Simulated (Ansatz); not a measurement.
# How fast states decay through BaH2Se2, part 3 of 3

Wanted: the relaxed cell of BaH2Se2, its band edges and its decay constants. It is built by putting Ba for Ca, Se for O in the CaH2O2 structure of space group C2, with the volume rescaled by atomic radii. The parent structure comes from the Materials Project.

Ansatz 0.2.0; r2SCAN DFT, plane waves, PAW files (the session's first sound run).

So far, gap on the k-mesh (eV): step 3 (band edges) 3.32; step 4 (complex bands, plane (001)) 3.32.

The structure was built from a prototype and need not be the compound's stable phase.

## Step 6: Band edges at another level, cutoff 660 eV

This step: r2SCAN DFT, plane waves, JTH PAW files (Ansatz 0.2.0).

The edges again with JTH files, at the same atoms. Against that run the cutoff is 660 eV against 500.

input.yaml

```yaml
crystal:
  lattice:
    - [4.4656505275, -2.5915244049, 0.2920460817]
    - [4.4656505275, 2.5915244049, 0.2920460817]
    - [-0.4346981346, 0.0, 6.2386744618]
  atoms:
    - { symbol: Ba, position: [0.9103061455, 0.0896938545, 0.0] }
    - { symbol: H, position: [0.2436140854, 0.4204017773, 0.5367149508] }
    - { symbol: H, position: [0.5795982227, 0.7563859146, 0.4632850492] }
    - { symbol: Se, position: [0.243441534, 0.4230529876, 0.7705459829] }
    - { symbol: Se, position: [0.5769470124, 0.756558466, 0.2294540171] }
kpoints:
  mp_grid: { grid: [6, 6, 4] }
  band_path: { path: [VBM, CBM], npoints: 30 }
scf:
  occupations: { method: fixed }
hamiltonian:
  xc: r2scan
  pseudopotentials: { kind: paw, source: jth }
output:
  eigenvalues: true
```

Run with:

```bash
$ ansatz run input.yaml --threads 2 --pin off --max-ram 4096MiB --backend cpu --events-out ev --progress --plain --runs-dir out
```

Numbers of over 12 decimals in the logs are rounded to 6 here.

Log:

```text
Warning: <dir> the checks of this Ba dataset prove no rule for summing its radial tables, as where they were carried onto another mesh than they were made on, and Gregory's rule is taken, under which a leading mesh point left out moves its sums only by what lay on the interval it spanned. That does not make them correct, and they differ from Quantum ESPRESSO's on this file; a re-export a fraction of a mesh step off can move them. hamiltonian.pseudopotentials.radial_quadrature: simpson_from_first_knot sums it by `pw.x`'s rule; on a PAW file no value gives `pw.x`'s numbers. What more to know: hamiltonian.pseudopotentials.radial_quadrature, in the input reference
Warning: <dir> the checks of this H dataset prove no rule for summing its radial tables, as where they were carried onto another mesh than they were made on, and Gregory's rule is taken, under which a leading mesh point left out moves its sums only by what lay on the interval it spanned. That does not make them correct, and they differ from Quantum ESPRESSO's on this file; a re-export a fraction of a mesh step off can move them. hamiltonian.pseudopotentials.radial_quadrature: simpson_from_first_knot sums it by `pw.x`'s rule; on a PAW file no value gives `pw.x`'s numbers. What more to know: hamiltonian.pseudopotentials.radial_quadrature, in the input reference
Warning: <dir> the checks of this Se dataset prove no rule for summing its radial tables, as where they were carried onto another mesh than they were made on, and Gregory's rule is taken, under which a leading mesh point left out moves its sums only by what lay on the interval it spanned. That does not make them correct, and they differ from Quantum ESPRESSO's on this file; a re-export a fraction of a mesh step off can move them. hamiltonian.pseudopotentials.radial_quadrature: simpson_from_first_knot sums it by `pw.x`'s rule; on a PAW file no value gives `pw.x`'s numbers. What more to know: hamiltonian.pseudopotentials.radial_quadrature, in the input reference
[...]
Crystal: 5 atoms, lattice volume = 145.056 Å³
Basis set: ecut = 660 eV, 5555 PW (Γ), exchange–correlation on 216×216×288 points (64 copies of the dense FFT grid, shifted against one another)
Bands: 17, of which v1, the nominal top of the filled ones, is band 12 counted from 1 (11 counted from 0)
Symmetry: 2 space group operations
[...]
k-points: 47 of 144 (time reversal used)
[...]
SCF iter   1: F=—  HF=-11156.372255 eV  |F-HF|=—  |Δ(HF+E_count)|=         —  Δρ=3.70e-2  dr2=2.30e0  dr2_τ=3.54e-2  ethr=3.10e-3  ⟨swp⟩=5.3  Hψ=4674  notcnv=0  defer=107
[...]
SCF iter   8: F=-11155.778867 eV  HF=-11155.778867 eV  |F-HF|=8.97e-9  |Δ(HF+E_count)|=   3.22e-7  Δρ=1.54e-6  dr2=6.36e-9  dr2_τ=1.26e-10  ethr=4.17e-10  ⟨swp⟩=14.3  Hψ=6487  notcnv=0
SCF 1 converged in 8 iterations: F = -11155.778867 eV  dr2 = 6.36e-9
[...]
SCF converged after 8 iterations
Free energy (F): -11155.778867 eV
[...]
Internal energy: -11155.778867 eV  (E = F + TS)
E sigma→0 (E₀):  -11155.778867 eV
Fermi energy:    1.942845 eV
[...]
--- Band table (eV; the first three rows and the last of 47) ---
  k-point 0: bands = [... 8 lower, 0.6723, 0.6803, 1.9404, 1.9428, 5.4304, 5.9711, 6.3499, 6.8519, ... 1 higher]
  k-point 1: bands = [... 8 lower, 0.7334, 0.7386, 1.8363, 1.8432, 5.8329, 6.0552, 6.7014, 6.7179, ... 1 higher]
  k-point 2: bands = [... 8 lower, 0.8065, 0.8077, 1.7218, 1.7343, 5.9094, 6.5674, 6.5831, 7.0172, ... 1 higher]
  k-point 46: bands = [... 8 lower, 0.9148, 1.0372, 1.3765, 1.5599, 6.1552, 7.0623, 7.3876, 7.6437, ... 1 higher]
```

It took 36 s on 2 threads of Intel Xeon Platinum 8559C (Emerald Rapids), shared host; peak memory 1.2 GiB.

Numbers from this step:

```
free energy        : -11155.7789 eV
Fermi energy       : 1.943 eV
gap on the k-mesh  : 3.274 eV
gap on path        : 3.274 eV, by band count; negative where bands overlap
direct gap on path : 3.488 eV
```

The electronic bands at the labelled points (eV, zero at the Fermi level (highest filled level under fixed occupations); v1 is the highest filled band, c1 the lowest empty one):

| point | v4 | v3 | v2 | v1 | c1 | c2 | c3 | c4 |
| --- | --- | --- | --- | --- | --- | --- | --- | --- |
| VBM | -1.27 | -1.26 | 0.00 | 0.00 | 3.49 | 4.03 | 4.41 | 4.91 |
| halfway | -1.07 | -1.04 | -0.70 | -0.22 | 3.61 | 4.30 | 4.53 | 5.34 |
| CBM | -1.49 | -0.70 | -0.59 | -0.51 | 3.27 | 4.72 | 5.05 | 5.85 |

The searched edges give 3.27 eV, as on the mesh.

## Step 7: Complex bands at another level, cutoff 660 eV

This step: r2SCAN DFT, plane waves, JTH PAW files; complex bands by layer matching along the plane's normal (Ansatz 0.2.0).

The complex bands at that level, over its own gap, at (0, 0) and (0, -0.5).

input.yaml

```yaml
crystal:
  lattice:
    - [5.18304881, 0.0, 0.0]
    - [2.591524405, 4.475190001, 0.0]
    - [0.0, -0.026642338, 6.253743814]
  atoms:
    - { symbol: Ba, position: [0.9103061455, 0.0, 0.0] }
    - { symbol: H, position: [0.5795982227, 0.6640158627, 0.5367149508] }
    - { symbol: H, position: [0.2436140854, 0.3359841373, 0.4632850492] }
    - { symbol: Se, position: [0.5769470124, 0.6664945216, 0.7705459829] }
    - { symbol: Se, position: [0.243441534, 0.3335054784, 0.2294540171] }
kpoints:
  mp_grid: { grid: [6, 6, 4] }
scf:
  occupations: { method: fixed }
hamiltonian:
  xc: r2scan
  pseudopotentials: { kind: paw, source: jth }
output:
  eigenvalues: true
  transmission:
    leads: [[0, 0]]
    kpoints: [[0.0, 0.0], [0.0, -0.5]]
    e_range: [-1.0, 4.27]
    de: 0.11
```

Log:

```text
[...]
Crystal: 5 atoms, lattice volume = 145.056 Å³
Basis set: ecut = 660 eV, 5555 PW (Γ), exchange–correlation on 216×216×288 points (64 copies of the dense FFT grid, shifted against one another)
Bands: 17, of which v1, the nominal top of the filled ones, is band 12 counted from 1 (11 counted from 0)
Symmetry: 2 space group operations
[...]
k-points: 47 of 144 (time reversal used)
[...]
SCF iter   1: F=—  HF=-11156.372124 eV  |F-HF|=—  |Δ(HF+E_count)|=         —  Δρ=3.70e-2  dr2=2.30e0  dr2_τ=3.54e-2  ethr=3.10e-3  ⟨swp⟩=5.2  Hψ=4629  notcnv=0  defer=109
[...]
SCF iter   8: F=-11155.778867 eV  HF=-11155.778867 eV  |F-HF|=9.06e-9  |Δ(HF+E_count)|=   3.06e-7  Δρ=1.51e-6  dr2=6.27e-9  dr2_τ=1.06e-10  ethr=4.17e-10  ⟨swp⟩=14.1  Hψ=6404  notcnv=0
SCF 1 converged in 8 iterations: F = -11155.778867 eV  dr2 = 6.27e-9
[...]
transmission: 10 of 20 steps passed
transmission: 20 of 20 steps passed
SCF converged after 8 iterations
Free energy (F): -11155.778867 eV
[...]
Internal energy: -11155.778867 eV  (E = F + TS)
E sigma→0 (E₀):  -11155.778867 eV
Fermi energy:    1.942845 eV
[...]
--- Band table (eV; the first three rows and the last of 47) ---
  k-point 0: bands = [... 8 lower, 0.6723, 0.6803, 1.9404, 1.9428, 5.4304, 5.9711, 6.3499, 6.8519, ... 1 higher]
  k-point 1: bands = [... 8 lower, 0.7334, 0.7386, 1.8363, 1.8432, 5.8329, 6.0552, 6.7014, 6.7178, ... 1 higher]
  k-point 2: bands = [... 8 lower, 0.8065, 0.8077, 1.7218, 1.7343, 5.9094, 6.5674, 6.5831, 7.0172, ... 1 higher]
  k-point 46: bands = [... 8 lower, 0.7192, 1.0282, 1.3126, 1.6406, 5.9812, 6.3070, 6.9967, 7.7390, ... 1 higher]
--- Transmission ---
  basis      : 313 plane waves across, 10 finite elements along
  points     : 2, as listed
[...]
crystal 0  : Se2Ba1H2, at the sites [0, 0], period 6.2537 Å: whole cells are its period
[...]
channels       : 0.000000e0 a spin
[...]
slowest decay  : 0.3977 /Å at (0.0000, 0.0000)
```

Run time: 43 s. Hardware: 2 threads; peak memory 1.8 GiB; 85 s of CPU time.

This step gave:

```
level to which the leads are filled                       : 1.637 eV from the Fermi level
decay constant at the filling level, zone centre          : 0.3977 Å⁻¹
decay constant at the filling level, slowest listed point : 0.3977 Å⁻¹
```

K parallel (0, 0); values up to 1.5 1/Å, a degenerate pair printed once or twice; energies at which all values exceed this have no row. Im kz of the slowest decaying states against energy, zero at the highest filled level on the SCF mesh:

| energy (eV) | decay 1 (Å⁻¹) | decay 2 (Å⁻¹) | decay 3 (Å⁻¹) | decay 4 (Å⁻¹) |
| --- | --- | --- | --- | --- |
| -1.00 | 0.239 | 0.245 | 0.494 | 0.818 |
| -0.78 | 0.298 | 0.306 | 0.496 | 0.804 |
| -0.45 | 0.255 | 0.266 | 0.494 | 0.783 |
| -0.23 | 0.0607 | 0.0953 | 0.491 | 0.768 |
| -0.01 | 0.486 | 0.753 | 0.945 | 0.953 |
| 0.32 | 0.347 | 0.351 | 0.476 | 0.729 |
| 0.54 | 0.418 | 0.423 | 0.467 | 0.712 |
| 0.76 | 0.457 | 0.466 | 0.471 | 0.694 |
| 1.09 | 0.438 | 0.514 | 0.519 | 0.666 |
| 1.31 | 0.423 | 0.536 | 0.541 | 0.646 |
| 1.64 | 0.398 | 0.559 | 0.563 | 0.614 |
| 1.86 | 0.378 | 0.569 | 0.573 | 0.591 |
| 2.08 | 0.356 | 0.566 | 0.576 | 0.579 |
| 2.41 | 0.317 | 0.526 | 0.580 | 0.583 |
| 2.63 | 0.286 | 0.496 | 0.580 | 0.583 |
| 2.85 | 0.250 | 0.463 | 0.577 | 0.580 |
| 3.18 | 0.177 | 0.404 | 0.569 | 0.572 |
| 3.40 | 0.0958 | 0.355 | 0.561 | 0.562 |
| 3.62 | 0.290 | 0.519 | 0.519 | 0.552 |
| 3.95 | 0.0506 | 0.443 | 0.444 | 0.533 |
| 4.17 | 0.0914 | 0.256 | 0.377 | 0.379 |

K parallel (0, -0.5); values up to 1.5 1/Å, a degenerate pair printed once or twice; energies at which all values exceed this have no row. Table of Im kz of the slowest decaying states by energy, zero at the highest filled level on the SCF mesh:

| energy (eV) | decay 1 (Å⁻¹) | decay 2 (Å⁻¹) | decay 3 (Å⁻¹) | decay 4 (Å⁻¹) |
| --- | --- | --- | --- | --- |
| -1.00 | 0.0662 | 0.270 | 0.440 | 0.762 |
| -0.78 | 0.155 | 0.384 | 0.745 | 1.19 |
| -0.56 | 0.242 | 0.727 | 1.17 | 1.18 |
| -0.34 | 0.184 | 0.295 | 0.709 | 1.15 |
| -0.12 | 0.373 | 0.426 | 0.690 | 1.13 |
| -0.01 | 0.398 | 0.493 | 0.680 | 1.12 |
| 0.21 | 0.436 | 0.590 | 0.659 | 1.09 |
| 0.43 | 0.464 | 0.638 | 0.658 | 1.07 |
| 0.65 | 0.485 | 0.615 | 0.709 | 1.05 |
| 0.87 | 0.501 | 0.591 | 0.747 | 1.03 |
| 1.09 | 0.513 | 0.566 | 0.776 | 1.01 |
| 1.31 | 0.523 | 0.538 | 0.797 | 0.984 |
| 1.53 | 0.509 | 0.529 | 0.812 | 0.963 |
| 1.64 | 0.494 | 0.531 | 0.817 | 0.953 |
| 1.86 | 0.462 | 0.534 | 0.825 | 0.933 |
| 2.08 | 0.426 | 0.534 | 0.828 | 0.913 |
| 2.30 | 0.387 | 0.531 | 0.829 | 0.895 |
| 2.52 | 0.343 | 0.525 | 0.826 | 0.879 |
| 2.74 | 0.291 | 0.515 | 0.820 | 0.864 |
| 2.96 | 0.225 | 0.501 | 0.812 | 0.835 |
| 3.18 | 0.124 | 0.483 | 0.801 | 0.804 |
| 3.29 | 0.472 | 0.789 | 0.795 | 0.838 |
| 3.51 | 0.445 | 0.758 | 0.780 | 0.832 |
| 3.73 | 0.412 | 0.728 | 0.763 | 0.828 |
| 3.95 | 0.371 | 0.697 | 0.743 | 0.824 |
| 4.17 | 0.319 | 0.666 | 0.719 | 0.821 |

At the listed wavevectors the last open channel is at -0.01 eV and the next at +3.29 eV on the grid. At +1.64 eV, the grid energy nearest the filling level (the middle of the gap on the SCF mesh), the slowest state at the listed wavevectors decays with κ = 0.398 Å⁻¹, its amplitude falling by e over 2.5 Å; the first such run, plane (001), gave 0.400 Å⁻¹ over as many of its listed wavevectors.

## Step 8: A repeat with changed settings

This step: r2SCAN DFT, plane waves, PAW files; complex bands by layer matching along the plane's normal; changed: output.transmission.kpoints = null, output.transmission.kmesh = [8, 8, 1], scf.max_iter = 100 (Ansatz 0.2.0).

This run repeats an earlier one, its twin (the complex run, plane (001)), with three settings changed (output.transmission.kpoints, scf.max_iter, output.transmission.kmesh; files written aside). The setting was drawn as a possible misstep, on purpose. Where the input is shown as a difference, that is against the step before, not the twin.

input.yaml, as its differences from that of step 7:

```diff
@@ -15,5 +15,5 @@
   occupations: { method: fixed }
+  max_iter: 100
 hamiltonian:
   xc: r2scan
-  pseudopotentials: { kind: paw, source: jth }
 output:
@@ -22,4 +22,4 @@
     leads: [[0, 0]]
-    kpoints: [[0.0, 0.0], [0.0, -0.5]]
-    e_range: [-1.0, 4.27]
+    e_range: [-1.0, 4.32]
     de: 0.11
+    kmesh: [8, 8, 1]
```

Log:

```text
Error: YAML parse error: error: line 25 column 5: invalid length 3, expected a tuple of size 2
  --> <input>:25:5
   |
23 |     e_range: [-1.0, 4.32]
24 |     de: 0.11
25 |     kmesh: [8, 8, 1]
   |     ^ invalid length 3, expected a tuple of size 2
```

Run time: 0.02 s. Hardware: 2 threads; peak memory 0.03 GiB.

The input was rejected at the start.

The program's message: “Error: YAML parse error: error: line 25 column 5: invalid length 3, expected a tuple of size 2”

The change that led to it: output.transmission.kpoints = null and output.transmission.kmesh = [8, 8, 1].

## Step 9: Results

```
band gap                                         : 3.32 eV
least decay constant at mid-gap, normal to (001) : 0.400 Å⁻¹
least decay constant at mid-gap, normal to (100) : 0.268 Å⁻¹
least decay constant, JTH files                  : 0.398 Å⁻¹
```

In words: With r2SCAN, the slowest decay at the wavevectors tried is κ = 0.268 Å⁻¹, normal to (100). Through such a film the transmission near mid-gap falls as exp(−2κd), a factor of ten every 4.3 Å. The decay depends on direction: 1.5 times faster normal to (001). A free electron under a barrier of half the gap would need a mass of 0.16 mₑ to decay at this rate. With JTH files the gap goes from 3.32 to 3.27 eV and the decay constant, over the first 2 listed wavevectors, from 0.400 to 0.398 Å⁻¹. The compound is made up by substitution; its stability against other phases and against distortions of the cell's symmetry was not tested. r2SCAN still narrows gaps, if less than LDA and GGA do, so real decay constants are likely larger.

[Logs are printed without paths, hosts, clocks, repeated set-up lines and the standing remarks that a program may print on its own settings, such as how far it seeks lower states.]

[Hosts, paths, dates, database ids (printed as entryN), source tags and the programs' standing remarks are cut or masked in the printed files.]
